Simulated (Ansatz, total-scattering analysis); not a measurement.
## aqueous CaCl2: S(Q) and G(r) from molecular dynamics

The model: ab initio molecular dynamics with Ansatz (LDA, plane waves, PAW default files, Langevin thermostat, no spin, fixed volume, H with the mass of D). The average runs over 0.73 ps of 96 atoms, so shells between rare elements are rough. Mean temperature 338 K, largest m.s.d. 0.88 Å², energy drift -6 meV an atom (last third less first, no steady trend), Langevin friction 10 ps⁻¹; the first quarter of the run is discarded. Start: last frame of a classical run of this cell at the same density and temperature. So short a stretch relaxes bonds and nearest shells but still remembers its start. The density is set to 1.260 g/cm³. Composition: 30 H2O, 2 Ca2+ and 4 Cl-; O 31.2, H 62.5, Ca 2.1, Cl 4.2 atom %. Production: 121 frames 0.006 ps apart at 330 K, fixed volume (mean pressure -0.9 GPa).

The totals are in Faber–Ziman form. Below 4 Å⁻¹ the partials are summed on the cell's own reciprocal vectors (from 0.63 Å⁻¹) and folded with a Gaussian of σ = 0.14 Å⁻¹; above it they are transforms of g(r) out to 6.8 Å, tapered over the last 40 %. The fold lowers sharp peaks, and with so few vectors their positions are good to about 0.1 Å⁻¹. X-rays take neutral-atom form factors, neutrons coherent lengths (O 5.8037, H 6.6681, Ca 4.7, Cl 9.5792 fm). Hydrogen is taken as deuterium. G(r) = 4πrρ₀[g(r) − 1] carries the resolution of a Lorch-windowed transform up to 20 Å⁻¹. The patterns are simulated, not measured. LDA overbinds hydrogen bonds, so O–O contacts come out short and the liquid too structured. The cell is small: beyond half the box only the part of each shell inside it is counted, and low-Q values rest on few vectors.

Predict the maxima of S(Q) and G(r), and the first shells.

Density 1.260 g/cm³, ρ₀ = 0.0955 Å⁻³. Mean square displacements over the run: O 0.78, H 0.88, Ca 0.24, Cl 0.33 Å² (damped by the Langevin friction of 10 ps⁻¹); the sample is a liquid as far as so short a run tells.

Maxima of S(Q), Q in Å⁻¹ (height): X-ray: 2.94 (1.67), 6.43 (1.08), 8.51 (1.11), 10.85 (1.06); neutron: 1.98 (1.64), 3.99 (0.97), 8.44 (1.15), 13.40 (1.07), 20.41 (1.05).

X-ray, Q (Å⁻¹) and value: 0.80 -0.37, 1.00 -0.38, 1.20 -0.17, 1.40 -0.13, 1.60 0.06, 1.80 0.66, 2.00 0.92, 2.20 1.12, 2.40 1.25, 2.60 1.25, 2.80 1.53, 3.00 1.64, 3.20 1.47, 3.40 1.13, 3.60 0.75, 3.80 0.63, 4.00 0.64, 4.20 0.72, 4.40 0.86, 4.60 0.95, 4.80 0.99, 5.00 0.99, 5.20 1.00, 5.40 1.01, 5.60 1.03, 5.80 1.04, 6.00 1.05, 6.20 1.07, 6.40 1.08, 6.60 1.07, 6.80 1.02, 7.00 0.95, 7.20 0.88, 7.40 0.86, 7.60 0.89, 7.80 0.96, 8.00 1.03, 8.20 1.08, 8.40 1.10, 8.60 1.11, 8.80 1.09, 9.00 1.06, 9.20 1.02, 9.40 0.97, 9.60 0.92, 9.80 0.90, 10.00 0.91

neutron, Q (Å⁻¹) and value: 0.80 0.41, 1.00 0.46, 1.20 0.60, 1.40 0.74, 1.60 1.04, 1.80 1.54, 2.00 1.64, 2.20 1.44, 2.40 1.23, 2.60 1.04, 2.80 0.96, 3.00 0.86, 3.20 0.77, 3.40 0.76, 3.60 0.84, 3.80 0.92, 4.00 0.97, 4.20 0.93, 4.40 0.88, 4.60 0.84, 4.80 0.82, 5.00 0.83, 5.20 0.83, 5.40 0.84, 5.60 0.85, 5.80 0.87, 6.00 0.92, 6.20 0.97, 6.40 1.02, 6.60 1.05, 6.80 1.07, 7.00 1.08, 7.20 1.08, 7.40 1.08, 7.60 1.09, 7.80 1.10, 8.00 1.12, 8.20 1.14, 8.40 1.15, 8.60 1.14, 8.80 1.13, 9.00 1.11, 9.20 1.08, 9.40 1.03, 9.60 0.99, 9.80 0.95, 10.00 0.92

Maxima of G(r), r in Å (Å⁻²): X-ray: 2.41 (1.40), 3.04 (1.46), 4.27 (0.69), 4.74 (0.62); neutron: 1.00 (2.94), 1.61 (0.23), 2.15 (-0.37), 3.72 (0.60).

```
 pair  first peak (Å)  g there  first minimum (Å)  g there                    neighbours               kind  X-ray weight (f = Z)  neutron weight
  O–H            1.00     26.9               1.26     0.07      2.0 H per O, 1.0 O per H   within molecules                  0.17            0.36
  H–H            1.60      2.9               1.84     0.45                           1.0   within molecules                  0.02            0.41
 H–Cl            2.05      3.2               2.90     0.39    0.3 Cl per H, 4.9 H per Cl  between molecules                  0.05            0.08
 O–Ca            2.32     10.1               3.02     0.12    0.4 Ca per O, 6.4 O per Ca  between molecules                  0.12            0.01
  O–O            2.62      3.0               3.60     0.82                           5.2  between molecules                  0.35            0.08
 O–Cl            3.02      3.4               3.64     0.87    0.8 Cl per O, 5.7 O per Cl  between molecules                  0.20            0.03
Ca–Cl            4.71      3.6               5.42     0.11  3.0 Cl per Ca, 1.5 Ca per Cl  between molecules                  0.03            0.00
```

Distances within molecules give the sharpest pair functions, and with hydrogen they rule the neutron S(Q) at high Q: O–H 1.00 Å and H–H 1.60 Å (first peaks only). Between molecules or ions, shells with a clear end include O–Ca at 2.32 Å (0.4 Ca per O, 6.4 O per Ca). On the last frame 98 % of the H on O, N or F point at an acceptor of another molecule or at an anion within hydrogen-bond range (2.35 Å to O, N, F; 2.85 Å to Cl, Br, I).

[Logs are printed without paths, hosts, clocks, repeated set-up lines and the standing remarks that a program may print on its own settings, such as how far it seeks lower states.]
